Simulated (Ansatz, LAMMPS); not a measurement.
# Electronic structure of glassy 85GeO2-15Li2O (mol %) (78 atoms), part 2 of 2

Wanted: forces, charges and levels of glassy 85GeO2-15Li2O (mol %) (78 atoms).

Ansatz 0.2.0; Kohn-Sham DFT, PBE, PAW (set soft_2), plane waves.

The cell: 22 Ge, 8 Li and 48 O. The quench rate of 10 K/ps far exceeds what a furnace or splat quench reaches. The starting topology of bonds comes from the classical model. Only the Γ point is sampled, in a cell whose shortest periodic width is 10 Å.

So far. Step 3 (Plane-wave single point): Electrostatic potential energy in the ac plane at fractional y = 0.292, with atoms of Ge and Li and O within 0.2 Å of it. With pseudopotentials it is smooth inside the atoms' cores, unlike the true potential.

## Step 3: Plane-wave single point (continued)

Valence density in the ac plane at fractional y = 0.292, with atoms of Ge and Li and O within 0.2 Å of it. It is the smooth field of the valence electrons, not physical close to the nuclei.

Ten steps, logarithmic in the rise over the least value, from '0' (0 e/Å³) to '9' (35 e/Å³), each cell a mean:
```
25873100000000000000000000112
32221110000111100112211011344
42100100002333111135432222466
31000000013565211245532332355
10000000013565200123322221122
00000001233332100001111110000
00000013785210000000000000000
00000013896210000000000000000
00000001343221000000000000000
00000000112332100000000000000
31000000012343111111000000003
63000000001222232222100000015
31011100000011465321000000002
00011110000001354210000023321
00011100000023321100000145541
01210000000245531000000145541
14530000001256631000001234321
03420000001234420000002454210
10000123222221100000014896211
21001355432210000000013685233
42001356521110000000001222345
32111234310011000000000001234
23542111100001100000000000112
27983100000000000000000000001
```
Columns run along a (10.4 Å), rows up along c (10.4 Å). Atoms in or near the plane, at fractional coordinates: Ge at (0.31, 0.69), Ge at (0.08, 0.00), Ge at (0.83, 0.21), Li at (0.00, 0.51), O at (0.95, 0.88), O at (0.41, 0.83), O at (0.24, 0.15), O at (0.47, 0.31), O at (0.89, 0.36).

Mean Löwdin charges: Ge +1.62, Li +0.80, O -0.80 e (they miss 0.55 % of the electrons, so they add up to more than the cell's charge). The largest share in the top eV of filled states is O p (98 % of the projected weight), and in the lowest eV of empty states Ge s (48 % of the projected weight).

## Step 4: Distances and neighbours

These statistics describe the geometry on which the runs were made.

Density 3.61 g/cm³, 14.27 Å³ an atom.

g(r), total and by pair (bins of 0.2 Å):

```csv
r (Å),total,O-O,O-Ge,O-Li,Ge-Ge,Ge-Li,Li-Li
1.60,1.15,0.00,3.30,0.00,0.00,0.00,0.00
1.80,3.31,0.00,9.08,1.31,0.00,0.00,0.00
2.00,0.56,0.00,0.00,4.46,0.00,0.00,0.00
2.20,0.15,0.00,0.08,0.98,0.00,0.00,0.00
2.40,0.20,0.00,0.00,0.81,0.00,0.00,9.62
2.60,0.66,1.51,0.07,0.00,0.00,0.36,3.94
2.80,1.70,3.97,0.10,0.58,0.00,1.24,1.68
3.00,0.77,1.65,0.05,0.39,0.00,1.13,1.47
3.20,0.95,0.80,0.40,1.02,2.64,2.99,0.00
3.40,1.16,1.01,0.64,0.91,3.95,2.22,0.00
3.60,0.76,0.65,0.78,0.99,0.42,1.17,1.08
3.80,0.94,0.85,1.19,0.95,0.51,0.72,0.00
4.00,0.95,0.40,1.54,1.28,0.80,0.63,0.00
4.20,1.14,0.63,1.81,1.23,1.04,0.14,2.31
4.40,1.29,0.68,2.29,1.25,0.85,0.26,0.00
4.60,1.20,0.83,1.54,1.52,0.62,1.41,2.66
4.80,0.94,0.95,0.60,1.21,1.59,1.31,1.79
5.00,0.94,1.43,0.57,0.74,0.81,0.71,0.00
```

Bonds by pair of elements; cutoffs follow the first minimum of g(r), held within bounds set by covalent radii, and pairs that aren't listed don't count as bonded:

```csv
pair A-B,cutoff (Å),bonds,mean length (Å),spread (Å),shortest (Å),B about A,A about B
O-Ge,2.08,88,1.73,0.041,1.63,1.83,4
O-Li,2.58,27,2.05,0.171,1.87,0.562,3.38
```

How many atoms have how many bonded neighbours:

```csv
element,mean,2,3,4,5
Ge,4,0,0,22,0
Li,3.38,1,4,2,1
O,2.40,31,15,2,0
```

Bond angles (no mean is given where the spread exceeds 20°):

```csv
angle,count,mean (°),spread (°)
O-Ge-O,132,109,8.3
Ge-O-Ge,40,153,14.5
Ge-O-Li,36,-,-
O-Li-O,35,-,-
Li-O-Li,12,81,10.6
```

Oxygen atoms by the number of network formers (Si, P, Ge, B, Al, As, Ga) bound to them:

```csv
network formers bound to O,O atoms,per cent
0,0,0
1,8,16.7
2,40,83.3
```

Network units: each former by its oxygen neighbours and how many of them bridge to another former:

```csv
former,O neighbours,bridging O,atoms
Ge,4,2,2
Ge,4,3,4
Ge,4,4,16
```

Bond length by coordination (bonds to H left out):

```csv
element,coordination,atoms,mean bond length (Å)
Li,2,1,1.95
Li,3,4,2.00
Li,4,2,2.11
Li,5,1,2.10
O,2,31,1.73
O,3,15,1.89
O,4,2,1.90
```

Rings of the network by King's shortest-path rule, up to 12 atoms, one path for each pair of neighbours; H, halogens, alkali and alkaline-earth atoms are left out, and the last column divides by all other atoms, bonded or not:

```csv
ring size (atoms),rings,per network atom
8,2,0.029
10,4,0.057
12,6,0.086
```

For some of the pairs, g(r) has its first main peak near 2.8 Å (O-O), 1.7 Å (O-Ge), 1.9 Å (O-Li) and 3.3 Å (Ge-Ge). Counting bonds as in the table, all Ge atoms have 4, 50 % of Li atoms have 3 and 65 % of O atoms have 2 bonded neighbours. The O-Ge-O angle averages 109° with a spread of 8°. 83 % of the oxygens bridge two formers (Ge) and 17 % are non-bridging. The commonest Ge unit has 4 oxygens, 4 of them shared with other formers (16 of 22 atoms). Rings of 12 atoms are the most common (50 % of those counted); sizes run from 8 to 12, where the search stops.

Local excerpt of 12 atoms (numbers count through the whole input) about Li28, which has 2 bonded neighbours where the commonest count for Li is 3; x, y, z are measured from there.

```csv
atom,x,y,z,distance (Å),bonds,Löwdin charge (e),Fx,Fy,Fz (eV/Å)
Li28,0.00,0.00,0.00,0.00,2,0.82,-0.56,0.52,-0.46
O76,1.61,0.70,-0.81,1.93,4,-1.03,-1.24,-2.86,0.83
O63,-1.15,-0.04,-1.58,1.96,3,-0.94,0.67,0.00,1.51
Li24,2.05,-1.09,-0.55,2.39,3,0.79,0.54,-0.18,-0.17
Li26,0.76,-0.41,-2.33,2.49,5,0.77,-0.06,0.24,-0.16
O73,-1.75,-1.29,1.71,2.76,2,-0.78,1.19,0.69,-0.63
O54,2.02,1.04,2.18,3.15,3,-0.95,-0.96,1.15,0.20
O60,1.24,-2.34,-1.76,3.18,4,-1.01,1.30,1.94,0.16
O55,-1.45,-2.76,-0.77,3.21,2,-0.77,0.15,-0.08,-0.27
Ge14,-2.52,-2.11,0.37,3.31,4,1.63,-0.45,0.58,-0.28
O70,2.66,-1.60,1.21,3.33,3,-0.81,-1.37,0.04,-1.25
Ge21,2.08,2.24,-1.35,3.34,4,1.53,2.47,-0.03,1.53
```

The column of bonds counts only the pairs O-Ge within 2.08 Å, O-Li within 2.58 Å; other neighbours, such as metal atoms beside each other in a compound, aren't counted, and periodic images can show an atom twice.

## Step 5: What came out

| Quantity | Value |
| --- | --- |
| free energy per atom | -1581.5515 eV/atom |
| pressure | 6.845 GPa |
| r.m.s. force component | 1.172 eV/Å |
| gap (highest filled to lowest empty level) | 1.444 eV |
| wall time of the 1 DFT run | 8.7 s |

What this shows: The highest filled and lowest empty levels differ by 1.44 eV (at Γ alone); a semilocal functional tends to put such gaps too low. In a disordered cell it changes from sample to sample, and tail or defect levels can set it. Counting bonds as in the table, all Ge atoms have 4, 50 % of Li atoms have 3 and 65 % of O atoms have 2 bonded neighbours. 83 % of the oxygens bridge two formers (Ge) and 17 % are non-bridging.

What to keep in mind: The force components of 1.2 eV/Å r.m.s. come partly from thermal motion and partly from the difference between the classical potential and DFT. The pressure of 6.8 GPa is that of one thermal frame, in which the classical model's bond lengths enter as well as the volume, without the kinetic term.

[Logs are printed without paths, hosts, clocks, repeated set-up lines and the standing remarks that a program may print on its own settings, such as how far it seeks lower states.]

[Hosts, paths, dates, database ids (printed as entryN), source tags and the programs' standing remarks are cut or masked in the printed files.]
